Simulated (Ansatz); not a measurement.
# AlN (F-43m): zone-centre modes under pressure

Aim: how do the optical modes of AlN (F-43m) move with volume?

Method: DFT PBE, scalar-relativistic, plane waves, PAW; PAW set soft_1, in Ansatz 0.2.0.

### Step 1. The starting structure

It takes space group F-43m (No. 216, cubic). The conventional cell has a = 4.368 Å, b = 4.368 Å, c = 4.368 Å, α = 90.00°, β = 90.00°, γ = 90.00°. Nearest to N lie 4 Al at 1.89 Å. Al has 4 N at 1.89 Å nearest. Farther neighbours and most contacts between anions are not listed.

### Step 2. Relaxation

The cell and atoms are relaxed, since residual forces and stress would shift the frequencies.

Contents of input.yaml:

```yaml
crystal:
  lattice:
    - [0.0, 2.1839935596, 2.1839935596]
    - [2.1839935596, 0.0, 2.1839935596]
    - [2.1839935596, 2.1839935596, 0.0]
  atoms:
    - { symbol: "N", position: [0.25, 0.25, 0.25] }
    - { symbol: Al, position: [0.0, 0.0, 0.0] }
kpoints:
  mp_grid: { grid: [10, 10, 10] }
hamiltonian:
  xc: pbe
  pseudopotentials: { kind: paw, azcp: { folder: soft_1 } }
scf:
  occupations: { method: gaussian, width: 0.02 }
output:
  forces: true
  stress: true
  eigenvalues: true
relax:
  adjacent_minimum: "off"
  f_tol: 0.005
  max_steps: 80
  cell: { stress_tol: 0.05 }
```

On the command line:

```sh
ansatz run input.yaml --threads 4 --pin off --max-ram 10240MiB --backend cpu --events-out ev --progress --plain --runs-dir out
```

Numbers of over 12 decimals in the logs are rounded to 6 here.

Output:

```text
Engine: ansatz 0.2.0, aarch64-unknown-linux-gnu
Pseudopotentials: kind: paw
Pseudopotential: N, paw, valence charge 5, recommended cutoff 420 eV (normal), soft_1/N.paw.azcp
Pseudopotential: Al, paw, valence charge 3, recommended cutoff 420 eV (normal), soft_1/Al.paw.azcp
Functional definition: PBE
  parameter kappa = 0.804
  parameter beta = 0.066725
  exchange = pbe_x(kappa = kappa, mu = beta*pi^2/3)
  correlation = pbe_c(beta = beta)
Crystal: 2 atoms, lattice volume = 20.835 Å³
Basis set: ecut = 420 eV, 411 PW (Γ), exchange–correlation on 48×48×48 points (8 copies of the dense FFT grid, shifted against one another)
Bands: 8, of which v1, the nominal top of the filled ones, is band 4 counted from 1 (3 counted from 0)
Symmetry: 24 space group operations
Space group: F-43m (ITA 216), of the structure as read, at distance tolerance 2.8e-5 Å
k-points: 47 of 1000 (time reversal used)
Non-local potential: N, projectors of the file, l = 0: 2, l = 1: 2, l = 2: 1
Non-local potential: Al, projectors of the file, l = 0: 2, l = 1: 2, l = 2: 1
PAW form: soft (Blöchl's): semilocal exchange-correlation on the pseudo side does not see the compensation charge
PAW one-centre angular grid: N, 110 points (default); XC on 64 Gauss nodes
PAW one-centre angular grid: Al, 110 points (default); XC on 64 Gauss nodes
Initial density: superposition of atomic densities (chi_scale 0.1, normalization cell, long waves kept (reshape's long-wave potential 0.00 eV rms))
Initial wavefunctions: pseudopotential atomic-orbital guess
Functional: x = pbe(κ = 0.804, μ = 0.219515), c = pbe(β = 0.066725)
SCF iter   1: F=—  HF=-925.659203 eV  |F-HF|=—  |Δ(HF+E_count)|=         —  Δρ=1.39e-1  dr2=4.93e0  ethr=3.10e-3  ⟨swp⟩=4.4  Hψ=2712  notcnv=0
preconditioner: auto → none  [insulator: Δε(μ)=5.460 eV  Ē_g=16.565 eV  σ=0.020 eV  W_gap=1.00  n_scr=0 (ndim 8)  ℏωp=23.0 eV  f_vac=0.000  D(μ)=0.00/eV (n_scr^D=0)  ε∞_Penn≈2.9]
SCF iter   2: F=—  HF=-924.427861 eV  |F-HF|=—  |Δ(HF+E_count)|=    1.23e0  Δρ=7.75e-2  dr2=7.48e-1  ethr=3.10e-3  ⟨swp⟩=3.1  Hψ=1262  notcnv=0
SCF iter   3: F=—  HF=-924.216496 eV  |F-HF|=—  |Δ(HF+E_count)|=   2.11e-1  Δρ=2.34e-2  dr2=5.67e-2  ethr=3.10e-3  ⟨swp⟩=2.4  Hψ=919  notcnv=0
SCF iter   4: F=—  HF=-924.209574 eV  |F-HF|=—  |Δ(HF+E_count)|=   6.92e-3  Δρ=1.50e-3  dr2=2.56e-4  ethr=7.09e-4  ⟨swp⟩=2.0  Hψ=604  notcnv=0
SCF iter   5: F=—  HF=-924.209493 eV  |F-HF|=—  |Δ(HF+E_count)|=   8.10e-5  Δρ=4.15e-4  dr2=9.63e-6  ethr=3.20e-6  ⟨swp⟩=2.8  Hψ=559  notcnv=0
SCF iter   6: F=—  HF=-924.209469 eV  |F-HF|=—  |Δ(HF+E_count)|=   2.43e-5  Δρ=3.36e-5  dr2=1.47e-7  ethr=1.20e-7  ⟨swp⟩=2.0  Hψ=564  notcnv=0
SCF iter   7: F=-924.209469 eV  HF=-924.209469 eV  |F-HF|=3.40e-9  |Δ(HF+E_count)|=   5.94e-8  Δρ=4.49e-6  dr2=2.59e-9  ethr=1.25e-9  ⟨swp⟩=4.9  Hψ=1788  notcnv=0
SCF 1 converged in 7 iterations: F = -924.209469 eV  dr2 = 2.59e-9
  greatest PAW one-centre occupation: 0.790 electrons in one spin orbital (limit 2), on the N atom at site 0 (counted from 0), in its partial waves of l = 0
relax step   1: F+E_penalty+E_count = -924.20946889 eV  Δ(F+E_penalty+E_count) = +0.000e0 eV  max|allowed force component| = 1.989e-16 eV/Å  Δτ_max = 0.0000 Å  P = +4.777 GPa  Ω = 20.835 Å³  (7 SCF iters, dr2 threshold 1.00e-7 eV, accepted)
Crystal: 2 atoms, lattice volume = 21.077 Å³
Initial density: handed on by an earlier stage of this run
Initial wavefunctions: those handed on with the density
iter 1 solved again at ethr=2.16e-5 eV; its pass at ethr=3.10e-3 eV (dr2=1.73e-3 eV) is discarded
SCF iter   1: F=—  HF=-924.214985 eV  |F-HF|=—  |Δ(HF+E_count)|=         —  Δρ=2.67e-3  dr2=1.73e-3  ethr=2.16e-5  ⟨swp⟩=1.0  Hψ=3130  notcnv=0
preconditioner: auto → none  [insulator: Δε(μ)=3.281 eV  Ē_g=15.273 eV  σ=0.020 eV  W_gap=1.00  n_scr=0 (ndim 8)  ℏωp=22.9 eV  f_vac=0.000  D(μ)=0.00/eV (n_scr^D=0)  ε∞_Penn≈3.2]
SCF iter   2: F=—  HF=-924.214545 eV  |F-HF|=—  |Δ(HF+E_count)|=   4.40e-4  Δρ=1.24e-3  dr2=2.26e-4  ethr=2.16e-5  ⟨swp⟩=2.2  Hψ=715  notcnv=0
SCF iter   3: F=—  HF=-924.214473 eV  |F-HF|=—  |Δ(HF+E_count)|=   7.13e-5  Δρ=2.55e-4  dr2=9.66e-6  ethr=2.83e-6  ⟨swp⟩=2.6  Hψ=541  notcnv=0
SCF iter   4: F=—  HF=-924.214445 eV  |F-HF|=—  |Δ(HF+E_count)|=   2.80e-5  Δρ=2.07e-5  dr2=4.48e-8  ethr=2.50e-9  ⟨swp⟩=3.1  Hψ=1587  notcnv=0
SCF iter   5: F=-924.214445 eV  HF=-924.214445 eV  |F-HF|=6.15e-10  |Δ(HF+E_count)|=   4.16e-8  Δρ=1.91e-6  dr2=4.43e-10  ethr=5.60e-10  ⟨swp⟩=1.4  Hψ=1183  notcnv=0
SCF 2 converged in 5 iterations: F = -924.214445 eV  dr2 = 4.43e-10
  greatest PAW one-centre occupation: 0.789 electrons in one spin orbital (limit 2), on the N atom at site 0 (counted from 0), in its partial waves of l = 0
relax step   2: F+E_penalty+E_count = -924.21444547 eV  Δ(F+E_penalty+E_count) = -4.977e-3 eV  max|allowed force component| = 6.014e-17 eV/Å  Δτ_max = 0.0000 Å  P = +2.337 GPa  Ω = 21.077 Å³  energy of the carried Pulay correction = -3.999e-4 eV  (5 SCF iters, dr2 threshold 2.00e-7 eV, accepted)
Crystal: 2 atoms, lattice volume = 21.315 Å³
iter 1 solved again at ethr=2.00e-5 eV; its pass at ethr=3.10e-3 eV (dr2=1.60e-3 eV) is discarded
SCF iter   1: F=—  HF=-924.216327 eV  |F-HF|=—  |Δ(HF+E_count)|=         —  Δρ=2.54e-3  dr2=1.61e-3  ethr=2.00e-5  ⟨swp⟩=1.0  Hψ=3099  notcnv=0
preconditioner: auto → none  [insulator: Δε(μ)=3.276 eV  Ē_g=15.165 eV  σ=0.020 eV  W_gap=1.00  n_scr=0 (ndim 8)  ℏωp=22.7 eV  f_vac=0.000  D(μ)=0.00/eV (n_scr^D=0)  ε∞_Penn≈3.3]
SCF iter   2: F=—  HF=-924.215925 eV  |F-HF|=—  |Δ(HF+E_count)|=   4.02e-4  Δρ=1.21e-3  dr2=2.18e-4  ethr=2.00e-5  ⟨swp⟩=2.2  Hψ=714  notcnv=0
SCF iter   3: F=—  HF=-924.215857 eV  |F-HF|=—  |Δ(HF+E_count)|=   6.85e-5  Δρ=2.46e-4  dr2=9.25e-6  ethr=2.72e-6  ⟨swp⟩=2.6  Hψ=541  notcnv=0
SCF iter   4: F=—  HF=-924.215831 eV  |F-HF|=—  |Δ(HF+E_count)|=   2.57e-5  Δρ=1.98e-5  dr2=4.19e-8  ethr=2.50e-9  ⟨swp⟩=3.0  Hψ=1563  notcnv=0
SCF iter   5: F=-924.215831 eV  HF=-924.215831 eV  |F-HF|=6.14e-10  |Δ(HF+E_count)|=   4.08e-8  Δρ=1.87e-6  dr2=4.37e-10  ethr=5.24e-10  ⟨swp⟩=1.4  Hψ=1182  notcnv=0
SCF 3 converged in 5 iterations: F = -924.215831 eV  dr2 = 4.37e-10
  greatest PAW one-centre occupation: 0.788 electrons in one spin orbital (limit 2), on the N atom at site 0 (counted from 0), in its partial waves of l = 0
relax step   3: F+E_penalty+E_count = -924.21583132 eV  Δ(F+E_penalty+E_count) = -1.386e-3 eV  max|allowed force component| = 1.226e-16 eV/Å  Δτ_max = 0.0000 Å  P = +0.071 GPa  Ω = 21.315 Å³  energy of the carried Pulay correction = -7.872e-4 eV  (5 SCF iters, dr2 threshold 2.00e-7 eV, accepted)
[...]
relax step   4: F+E_penalty+E_count = -924.21582084 eV  Δ(F+E_penalty+E_count) = +1.048e-5 eV  max|allowed force component| = 1.272e-16 eV/Å  Δτ_max = 0.0000 Å  P = +0.002 GPa  Ω = 21.323 Å³  energy of the carried Pulay correction = -7.994e-4 eV  (3 SCF iters, dr2 threshold 1.25e-8 eV, accepted)
[...]
relax step   5: F+E_penalty+E_count = -924.21673832 eV  Δ(F+E_penalty+E_count) = -9.175e-4 eV  max|allowed force component| = 1.411e-16 eV/Å  Δτ_max = 0.0000 Å  P = +0.089 GPa  Ω = 21.323 Å³  stress off target by 8.86e-2 GPa  SCF on the basis re-selected at this cell (its energy is not comparable with the rows above)  (6 SCF iters)
[...]
relax step   6: F+E_penalty+E_count = -924.21672523 eV  Δ(F+E_penalty+E_count) = +1.309e-5 eV  max|allowed force component| = 1.180e-16 eV/Å  Δτ_max = 0.0000 Å  P = +0.001 GPa  Ω = 21.333 Å³  energy of the carried Pulay correction = -1.576e-5 eV  (3 SCF iters, dr2 threshold 1.96e-8 eV, accepted)
iter 1 solved again at ethr=6.24e-8 eV; its pass at ethr=3.10e-3 eV (dr2=4.99e-6 eV) is discarded
SCF iter   1: F=—  HF=-924.216823 eV  |F-HF|=—  |Δ(HF+E_count)|=         —  Δρ=1.50e-5  dr2=1.93e-8  ethr=6.24e-8  ⟨swp⟩=2.9  Hψ=3855  notcnv=0
preconditioner: auto → none  [insulator: Δε(μ)=3.311 eV  Ē_g=15.174 eV  σ=0.020 eV  W_gap=1.00  n_scr=0 (ndim 8)  ℏωp=22.7 eV  f_vac=0.000  D(μ)=0.00/eV (n_scr^D=0)  ε∞_Penn≈3.2]
SCF iter   2: F=—  HF=-924.216798 eV  |F-HF|=—  |Δ(HF+E_count)|=   2.45e-5  Δρ=6.57e-6  dr2=5.29e-9  ethr=2.41e-10  ⟨swp⟩=2.0  Hψ=564  notcnv=0
SCF iter   3: F=—  HF=-924.216798 eV  |F-HF|=—  |Δ(HF+E_count)|=   2.27e-9  Δρ=4.80e-6  dr2=4.00e-9  ethr=6.61e-11  ⟨swp⟩=2.0  Hψ=546  notcnv=0
SCF iter   4: F=—  HF=-924.216798 eV  |F-HF|=—  |Δ(HF+E_count)|=   1.15e-9  Δρ=5.78e-7  dr2=4.06e-11  ethr=5.00e-11  ⟨swp⟩=2.4  Hψ=541  notcnv=0
SCF iter   5: F=-924.216798 eV  HF=-924.216798 eV  |F-HF|=2.61e-12  |Δ(HF+E_count)|=  2.00e-11  Δρ=1.27e-7  dr2=1.44e-12  ethr=1.00e-12  ⟨swp⟩=5.0  Hψ=1273  notcnv=0
SCF 7 converged in 5 iterations: F = -924.216798 eV  dr2 = 1.44e-12
relax step   7: F+E_penalty+E_count = -924.21679826 eV  Δ(F+E_penalty+E_count) = -7.303e-5 eV  max|allowed force component| = 1.041e-16 eV/Å  Δτ_max = 0.0000 Å  P = +0.002 GPa  Ω = 21.333 Å³  stress off target by 1.86e-3 GPa  SCF on the basis re-selected at this cell (its energy is not comparable with the rows above)  (5 SCF iters)
basis re-selected at this cell: Δ(F+E_penalty+E_count) = -7.303e-5 eV, ΔP = +0.001 GPa vs the last step (what re-selecting the basis moved, of the pressure what is left beyond the Pulay correction that the steps carried, after the strain that the cell walked since its last selection, with what the two solves' SCF thresholds leave and, on support functions, any second-order correction that the steps lacked; it is no m [...]
SCF converged after 5 iterations
Free energy (F): -924.216798 eV
Harris-Foulkes:  -924.216798 eV  (|F-HF|=2.61e-12)
Internal energy: -924.216798 eV  (E = F + TS)
E sigma→0 (E₀):  -924.216798 eV
Fermi energy:    8.374594 eV
--- Per-component energies (eV) ---
  E_band       = 13.722957
  E_kinetic    = 155.713856
  E_local      = -211.344865  (includes V_loc(G=0)·N_el)
  E_nonlocal   = 44.471343
  E_hartree    = 77.731775
  E_xc         = -98.764168
  E_vxc        = -106.612090  (∫ρ·V_xc dr)
  E_paw        = -597.748315  (= ΣΔE_a)
  E_vpaw       = -23.969673  (= ΣTr[D̂ρ^β])
  E_aug_tail   = 0.000843  (compensation charges beyond the density's cutoff)
  E_ewald      = -294.277267
  E_smearing   = -0.000000  (= −TS)
  E_closure    = 0.000000  (closes the sum)
  Σ components = -924.216798   (vs F -924.216798, Δ=0.00e0)
--- Forces (eV/Å), atoms counted from 1 ---
  atom   1  N      0.00000000     0.00000000     0.00000000
  atom   2  Al     0.00000000    -0.00000000    -0.00000000
  max |Σ_I F_I| component: 8.79e-17 eV/Å
--- Stress (GPa, compression-positive) ---
        0.001857       0.000000       0.000000
        0.000000       0.001857       0.000000
        0.000000       0.000000       0.001857
  P = ⅓ Tr σ = 0.0019 GPa (0.019 kbar)
--- Band table (eV; the first three rows and the last of 47) ---
  k-point 0: bands = ["-8.1097", "6.7189", "6.7189", "6.7189", "10.6994", "19.0659", "19.0659", "19.0659"]
  k-point 1: bands = ["-7.9678", "5.9082", "6.6679", "6.6679", "11.3684", "18.6778", "19.1953", "19.1953"]
  k-point 2: bands = ["-7.5644", "4.3264", "6.5409", "6.5409", "12.4970", "17.8824", "19.1352", "19.1352"]
  k-point 46: bands = ["-5.4784", "2.7029", "3.6875", "4.1568", "12.3864", "17.4063", "18.8659", "19.0645"]
--- Relaxed structure (5 steps of the walk, 5 accepted, 2 SCFs on fresh bases) ---
  F+E_penalty+E_count = -924.21679826 eV   max|allowed force component| = 1.041e-16 eV/Å   (the final SCF, on the basis selected at the relaxed cell)
  cell:  # Å, volume = 21.3326 Å³
    - [0, 2.201258, 2.201258]
    - [2.201258, 0, 2.201258]
    - [2.201258, 2.201258, 0]
  atoms:
    - { symbol: N, position: [0.25, 0.25, 0.25] }
    - { symbol: Al, position: [0, 0, 0] }
```

Elapsed: 2.9 s, on 4 threads of Arm Neoverse V1, shared host; peak memory 0.28 GiB; 9.5 s of CPU time.

Relaxation path:

| step | energy less that of the first step (eV) | largest force component (eV/Å) | pressure (GPa) | volume (Å³) |
| --- | --- | --- | --- | --- |
| 1 | 0.0000 | 0.0000 | 4.78 | 20.83 |
| 2 | -0.0050 | 0.0000 | 2.34 | 21.08 |
| 3 | -0.0064 | 0.0000 | 0.07 | 21.32 |
| 4 | -0.0064 | 0.0000 | 0.00 | 21.32 |
| 5* | -0.0073 | 0.0000 | 0.09 | 21.32 |
| 6 | -0.0073 | 0.0000 | 0.00 | 21.33 |
| 7* | -0.0073 | 0.0000 | 0.00 | 21.33 |

Relaxation steps marked * repeat the geometry before them on a plane-wave basis chosen anew for their cell, so energy and pressure can jump there.

The run keeps the 24 symmetry operations that it works with, so distortions that break them were not tested.

| conventional cell, symmetrised | before | after | change |
| --- | --- | --- | --- |
| a (Å) | 4.368 | 4.403 | +0.8 % |
| b (Å) | 4.368 | 4.403 | +0.8 % |
| c (Å) | 4.368 | 4.403 | +0.8 % |
| volume (Å³/atom) | 10.42 | 10.67 | +2.4 % |

Final coordinates:

```xyz
2
Lattice="0.0000 2.2013 2.2013 2.2013 0.0000 2.2013 2.2013 2.2013 0.0000" Properties=species:S:1:pos:R:3 pbc="T T T"
N     1.1006    1.1006    1.1006
Al    0.0000    0.0000    0.0000
```

Numbers from this step:

```
pressure          : 0.001857 GPa
gap on the k-mesh : 3.311 eV
volume per atom   : 10.67 Å³
```

In this step the volume went from 10.42 to 10.67 Å³/atom.

### Step 3. Tight relaxation

Phonons need small forces and stress, so the relaxation is finished with tight tolerances on 12×12×12 k points.

input.yaml, the sections that differ from step 2:

```yaml
crystal:
  lattice:
    - [0.0, 2.2012582252, 2.2012582252]
    - [2.2012582252, 0.0, 2.2012582252]
    - [2.2012582252, 2.2012582252, 0.0]
  atoms:
    - { symbol: "N", position: [0.25, 0.25, 0.25] }
    - { symbol: Al, position: [0.0, 0.0, 0.0] }
kpoints:
  mp_grid: { grid: [12, 12, 12] }
scf:
  occupations: { method: fixed }
relax:
  adjacent_minimum: "off"
  f_tol: 0.001
  max_steps: 60
  cell: { stress_tol: 0.01 }
# hamiltonian, output: as in step 2
```

Output:

```text
[...]
Crystal: 2 atoms, lattice volume = 21.333 Å³
Basis set: ecut = 420 eV, 411 PW (Γ), exchange–correlation on 48×48×48 points (8 copies of the dense FFT grid, shifted against one another)
Bands: 8, of which v1, the nominal top of the filled ones, is band 4 counted from 1 (3 counted from 0)
Symmetry: 24 space group operations
[...]
k-points: 72 of 1728 (time reversal used)
[...]
P = ⅓ Tr σ = -0.0006 GPa (-0.006 kbar)
--- Band table (eV; the first three rows and the last of 72) ---
[...]
--- Relaxed structure (1 steps of the walk, 1 accepted, 1 SCFs on fresh bases) ---
[...]
cell:  # Å, volume = 21.3326 Å³
    - [0.0, 2.2012582252, 2.2012582252]
    - [2.2012582252, 0.0, 2.2012582252]
    - [2.2012582252, 2.2012582252, 0.0]
  atoms:
    - { symbol: N, position: [0.25, 0.25, 0.25] }
    - { symbol: Al, position: [0.0, 0.0, 0.0] }
[key lines of the parts left out:]
SCF converged after 6 iterations
Free energy (F): -924.216748 eV
Fermi energy:    6.718832 eV
```

Run time: 1.8 s. Hardware: 4 threads; peak memory 0.28 GiB.

Little changed from the start: no atom moved by 0.005 Å and no cell edge by 0.1 %.

This step gave:

```
pressure : -6.41e-4 GPa
```

The forces vanish by symmetry and the pressure is -0.001 GPa, within the tolerances set. The cell now holds 10.67 Å³/atom.

[end of part 1 of 3]

[Logs are printed without paths, hosts, clocks, repeated set-up lines and the standing remarks that a program may print on its own settings, such as how far it seeks lower states.]

[Hosts, paths, dates, database ids (printed as entryN), source tags and the programs' standing remarks are cut or masked in the printed files.]
